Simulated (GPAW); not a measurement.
## Optical response of WC (Qusongite)

Aim: the dielectric function of WC (Qusongite), and the optical constants that follow from it.

Calculated with GPAW 26.7.0; DFT, LDA, plane-wave PAW (GPAW data sets), scalar-relativistic, RPA, optical limit.

This is a report of a sequence of runs, with most program output left out.

## Step 1: The starting structure

It takes space group P-6m2 (No. 187, hexagonal). The conventional cell has a = 2.907 Å, b = 2.907 Å, c = 2.837 Å, α = 90.00°, β = 90.00°, γ = 120.00°. W has 6 C at 2.20 Å nearest. Nearest to C lie 6 W at 2.20 Å. Farther neighbours are not listed.

## Step 2: Ground state

First the ground state: is it a metal or has it a gap?

This step: DFT, LDA, plane-wave PAW (GPAW data sets), scalar-relativistic, ground state (GPAW 26.7.0).

File gs.py:

```python
from ase import Atoms
from ase.dft.bandgap import bandgap
from gpaw import GPAW, PW, FermiDirac

atoms = Atoms(['W', 'C'],
              cell=[[2.90650000, 0.00000000, 0.00000000],
                    [-1.45325000, 2.51710284, 0.00000000],
                    [0.00000000, 0.00000000, 2.83660000]],
              scaled_positions=[[0.00000000, 0.00000000, 0.00000000],
                                [0.66666667, 0.33333333, 0.50000000]],
              pbc=[True, True, True])
atoms.calc = GPAW(mode=PW(450), xc='LDA', kpts={'size': (9, 9, 8), 'gamma': True},
                  occupations=FermiDirac(0.05), maxiter=150, txt='gs.txt')
print('energy (eV)', atoms.get_potential_energy())
print('Fermi level (eV)', atoms.calc.get_fermi_level())
print('valence electrons', atoms.calc.get_number_of_electrons())
print('gap (eV)', bandgap(atoms.calc, output=None)[0])
print('direct gap (eV)', bandgap(atoms.calc, direct=True, output=None)[0])
atoms.calc.write('gs.gpw')
```

The run is started by

```sh
$ OMP_NUM_THREADS=1 python gs.py
```

Wall time 14 s (1 thread of Arm Neoverse V2, shared host); peak memory 0.14 GiB.

Read-outs, printed or worked out from the files:

| Property | Result |
| --- | --- |
| energy | -23.44 eV |
| Fermi energy | 13.81 eV |
| electrons | 18 |

There are states at the Fermi level within the smearing, so the occupations stay smeared and the carriers get a Drude term.

## Step 3: Bands for the response

The response needs many more empty bands than the density does.

This step: DFT, LDA, plane-wave PAW (GPAW data sets), scalar-relativistic, bands at fixed density (GPAW 26.7.0).

File nscf.py:

```python
from ase.dft.bandgap import bandgap
from gpaw import GPAW, FermiDirac

calc = GPAW('gs.gpw').fixed_density(kpts={'size': (18, 18, 18), 'gamma': True}, nbands=25, convergence={'bands': 19},
                                    occupations=FermiDirac(0.05), txt='nscf.txt')
print('gap (eV)', bandgap(calc, output=None)[0])
print('direct gap (eV)', bandgap(calc, direct=True, output=None)[0])
calc.write('full.gpw', mode='all')
```

The run is started by

```sh
$ OMP_NUM_THREADS=1 python nscf.py
```

Elapsed: 1.8 min, on 1 thread; peak memory 0.4 GiB.

## Step 4: Dielectric function, RPA

Local fields let the induced charge screen the field inside the cell, which as a rule lowers ε, most along directions where the density is uneven.

This step: DFT, LDA, plane-wave PAW (GPAW data sets), scalar-relativistic, RPA, optical limit (GPAW 26.7.0).

File df.py:

```python
from gpaw.response.df import DielectricFunction

df = DielectricFunction('full.gpw', frequencies={'type': 'nonlinear', 'domega0': 0.03, 'omega2': 8},
                        ecut=50,
                        eta=0.1,
                        nbands=19,
                        rate=0.05,
                        txt='df.txt')
for direction in ['x', 'z']:
    df.get_dielectric_function(xc='RPA', direction=direction, filename=f'df_{direction}.csv')
```

The run is started by

```sh
$ OMP_NUM_THREADS=1 python df.py
```

Elapsed: 21 s, on 1 thread; peak memory 0.27 GiB.

The Im ε has structure finer than the step of the table below, so its rows give means over 1 eV, whole bins alone (the curve runs from 0.305 to 19.9 eV). Peaks (eV: height): E ∥ x 1.4: 10.4, 3.3: 18.2, 4.1: 17.8, 6.8: 12.9; E ∥ z 1.8: 13.3, 2.9: 24.8, 3.2: 24.4, 7.4: 17.4.

Sum at mesh points, not converged in k. Table of Im ε by photon energy; means over each step:

```csv
photon energy (eV),E ∥ x,E ∥ z
1,7.61,5.56
2,9.25,12.1
3,15.2,21.6
4,16.1,14.6
5,13.1,14.0
6,9.28,12.5
7,12.0,13.8
8,11.3,10.7
9,7.75,4.87
10,5.72,3.82
11,4.81,4.04
12,3.42,4.82
13,1.89,4.31
14,1.86,3.19
15,2.17,3.08
16,2.34,1.53
17,1.85,1.30
18,1.65,1.34
19,0.924,0.974
```

Values under 1 per cm are given as 1; sum at mesh points, not converged in k. The absorption coefficient by photon energy:

| photon energy (eV) | E ∥ x (1/cm) | E ∥ z (1/cm) |
| --- | --- | --- |
| 1.01 | 95961 | 82939 |
| 1.99 | 1.9e5 | 2.0e5 |
| 3.02 | 5.6e5 | 7.5e5 |
| 3.98 | 8.8e5 | 1.0e6 |
| 4.98 | 1.2e6 | 1.1e6 |
| 6.02 | 1.1e6 | 1.5e6 |
| 6.99 | 1.6e6 | 1.6e6 |
| 8.03 | 2.0e6 | 2.6e6 |
| 9.02 | 2.3e6 | 2.0e6 |
| 10.03 | 2.2e6 | 1.8e6 |
| 11.03 | 2.2e6 | 1.7e6 |
| 12.02 | 2.5e6 | 2.1e6 |
| 13.00 | 2.0e6 | 2.6e6 |
| 14.04 | 1.8e6 | 2.4e6 |
| 14.96 | 1.7e6 | 2.7e6 |
| 16.03 | 2.2e6 | 2.5e6 |
| 16.96 | 2.0e6 | 2.0e6 |
| 18.05 | 2.4e6 | 2.1e6 |
| 18.97 | 2.1e6 | 2.1e6 |

The loss function −Im 1/ε at q → 0 has structure finer than the step of the table below, so its rows give means over 0.5 eV, whole bins alone (the curve runs from 0.305 to 19.9 eV). Peaks (eV: height): E ∥ x 0.68: 0.147, 14.87: 0.470, 16.96: 0.467, 19.45: 0.747; E ∥ z 0.65: 0.199, 18.05: 0.500.

Sum at mesh points, not converged in k. Loss function −Im 1/ε at q → 0 against energy loss; means over each step:

```
energy loss (eV)   E ∥ x   E ∥ z
             1.0  0.0559  0.0291
             1.5  0.0315  0.0175
             2.0  0.0282  0.0230
             2.5  0.0293  0.0232
             3.0  0.0351  0.0323
             3.5  0.0459  0.0498
             4.0  0.0495  0.0647
             4.5  0.0605  0.0647
             5.0  0.0748  0.0631
             5.5  0.0953  0.0724
             6.0   0.102  0.0774
             6.5  0.0844  0.0865
             7.0  0.0774  0.0714
             7.5  0.0877  0.0597
             8.0  0.0844  0.0630
             8.5  0.0879  0.0895
             9.0   0.104   0.123
             9.5   0.125   0.166
            10.0   0.137   0.206
            10.5   0.151   0.243
            11.0   0.159   0.249
            11.5   0.150   0.216
            12.0   0.140   0.201
            12.5   0.175   0.185
            13.0   0.229   0.172
            13.5   0.350   0.215
            14.0   0.408   0.223
            14.5   0.435   0.244
            15.0   0.437   0.205
            15.5   0.376   0.178
            16.0   0.341   0.208
            16.5   0.367   0.286
            17.0   0.443   0.440
            17.5   0.385   0.405
            18.0   0.372   0.464
            18.5   0.371   0.408
            19.0   0.500   0.498
            19.5   0.724   0.642
```

The reflectivity at normal incidence has structure finer than the step of the table below, so its rows give means over 0.5 eV, whole bins alone (the curve runs from 0.305 to 19.9 eV). Peaks (eV: height): E ∥ x 3.34: 47.0, 4.16: 47.3, 7.38: 46.1, 9.15: 52.5, 12.02: 58.0, 16.34: 42.1, 18.85: 52.7; E ∥ z 3.22: 52.7, 5.92: 47.7, 8.15: 63.0, 13.25: 47.5, 16.03: 59.8, 18.62: 49.7, 19.33: 52.4.

Sum at mesh points, not converged in k. Reflectivity at normal incidence against photon energy; means over each step:

| photon energy (eV) | E ∥ x (%) | E ∥ z (%) |
| --- | --- | --- |
| 1.0 | 32.4 | 33.7 |
| 1.5 | 38.7 | 43.9 |
| 2.0 | 38.8 | 43.3 |
| 2.5 | 43.1 | 47.8 |
| 3.0 | 44.6 | 51.3 |
| 3.5 | 44.8 | 49.4 |
| 4.0 | 45.5 | 44.7 |
| 4.5 | 46.4 | 41.7 |
| 5.0 | 44.4 | 43.8 |
| 5.5 | 40.5 | 43.5 |
| 6.0 | 36.1 | 44.9 |
| 6.5 | 36.7 | 41.4 |
| 7.0 | 42.8 | 43.6 |
| 7.5 | 44.4 | 54.3 |
| 8.0 | 46.2 | 61.9 |
| 8.5 | 51.5 | 59.8 |
| 9.0 | 51.7 | 54.8 |
| 9.5 | 48.6 | 47.3 |
| 10.0 | 48.3 | 43.7 |
| 10.5 | 47.0 | 35.0 |
| 11.0 | 46.7 | 31.8 |
| 11.5 | 49.0 | 31.9 |
| 12.0 | 57.1 | 36.0 |
| 12.5 | 56.2 | 38.3 |
| 13.0 | 53.4 | 45.9 |
| 13.5 | 44.3 | 44.0 |
| 14.0 | 35.3 | 43.5 |
| 14.5 | 32.0 | 40.7 |
| 15.0 | 27.5 | 46.3 |
| 15.5 | 30.5 | 56.7 |
| 16.0 | 34.6 | 59.1 |
| 16.5 | 39.8 | 55.9 |
| 17.0 | 33.4 | 43.0 |
| 17.5 | 36.5 | 43.1 |
| 18.0 | 42.2 | 40.8 |
| 18.5 | 48.3 | 46.3 |
| 19.0 | 49.0 | 45.0 |
| 19.5 | 37.4 | 45.2 |

The Im ε, E ∥ x has structure finer than the step of the table below, so its rows give means over 0.5 eV, whole bins alone (the curve runs from 0.305 to 19.9 eV). Peaks (eV: height): without local fields 1.42: 10.5, 3.34: 18.2, 4.11: 17.6, 6.82: 13.1, 8.15: 13.0; with local fields 1.42: 10.4, 3.34: 18.2, 4.11: 17.8, 6.82: 12.9.

Sum at mesh points, not converged in k. Im ε, E ∥ x against photon energy; means over each step:

| photon energy (eV) | without local fields | with local fields |
| --- | --- | --- |
| 1.0 | 6.65 | 6.59 |
| 1.5 | 9.03 | 8.93 |
| 2.0 | 8.35 | 8.25 |
| 2.5 | 12.6 | 12.4 |
| 3.0 | 15.4 | 15.2 |
| 3.5 | 16.1 | 16.1 |
| 4.0 | 16.3 | 16.4 |
| 4.5 | 15.3 | 15.7 |
| 5.0 | 12.6 | 13.1 |
| 5.5 | 9.99 | 10.3 |
| 6.0 | 9.01 | 9.01 |
| 6.5 | 10.2 | 10.1 |
| 7.0 | 12.7 | 12.4 |
| 7.5 | 11.8 | 11.4 |
| 8.0 | 12.4 | 11.8 |
| 8.5 | 10.5 | 10.1 |
| 9.0 | 7.83 | 7.63 |
| 9.5 | 6.61 | 6.47 |
| 10.0 | 5.63 | 5.64 |
| 10.5 | 5.08 | 5.12 |
| 11.0 | 4.71 | 4.74 |
| 11.5 | 4.55 | 4.67 |
| 12.0 | 3.13 | 3.28 |
| 12.5 | 2.28 | 2.37 |
| 13.0 | 1.82 | 1.85 |
| 13.5 | 1.70 | 1.64 |
| 14.0 | 2.10 | 1.91 |
| 14.5 | 2.16 | 1.95 |
| 15.0 | 2.39 | 2.17 |
| 15.5 | 2.64 | 2.42 |
| 16.0 | 2.51 | 2.45 |
| 16.5 | 1.90 | 1.88 |
| 17.0 | 1.89 | 1.83 |
| 17.5 | 1.97 | 1.97 |
| 18.0 | 1.61 | 1.65 |
| 18.5 | 1.24 | 1.25 |
| 19.0 | 0.883 | 0.854 |
| 19.5 | 0.993 | 0.911 |

At chosen wavelengths:

| wavelength (nm) | n x | k x | R (%) x | 1/α x | n z | k z | R (%) z | 1/α z |
| --- | --- | --- | --- | --- | --- | --- | --- | --- |
| 1550 | 2.59 | 1.394 | 30.1 | 89 nm | 3.04 | 0.736 | 27.9 | 168 nm |
| 1064 | 3.75 | 0.860 | 35.6 | 98 nm | 4.04 | 0.450 | 36.9 | 188 nm |
| 532 | 4.45 | 1.232 | 43.0 | 34 nm | 4.70 | 1.537 | 46.0 | 28 nm |
| 450 | 4.28 | 1.552 | 43.5 | 23 nm | 5.03 | 2.175 | 51.0 | 16 nm |
| 405 | 4.20 | 1.925 | 45.4 | 17 nm | 4.38 | 2.504 | 50.2 | 13 nm |
| 365 | 3.84 | 2.331 | 46.8 | 12 nm | 3.65 | 3.014 | 52.5 | 9.6 nm |
| 248 | 2.72 | 2.334 | 43.6 | 8.5 nm | 3.22 | 2.256 | 43.8 | 8.7 nm |

A polished face would reflect 43 % of daylight and look light grey (CIE x = 0.300, y = 0.322 under D65).

## Step 5: What came out

What this shows: At this level (LDA, RPA) WC is a metal. The mesh is too coarse to trust the carriers' weight, the reflectivity or the colour to better than tens of per cent. A polished face would reflect 43 % of daylight and look light grey (CIE x = 0.300, y = 0.322 under D65). The carriers' damping of 0.05 eV is typed, not computed; it shapes the response at the lowest energies. Spin-orbit coupling is left out although heavy atoms are present. In this version of GPAW the matrix elements of the optical limit are incomplete, which can lower ε − 1 by up to a tenth where first-row anions or d states rule, and shift it by more in d metals. GPAW's carrier term has the form −ωp²/(ω + i·rate)², which damps like twice the rate and fails at low energy, so the curves leave the lowest energies out. The sum runs over mesh points 0.14 Å⁻¹ apart with no interpolation, so peaks are partly noise of the mesh, and the Drude plasma energy, a sum over the Fermi surface, isn't converged.

[Machine, clock and banner lines and Python warnings are left out of the logs.]

[Logs are printed without paths, hosts, clocks, repeated set-up lines and the standing remarks that a program may print on its own settings, such as how far it seeks lower states.]

[Hosts, paths, dates, database ids (printed as entryN), source tags and the programs' standing remarks are cut or masked in the printed files.]
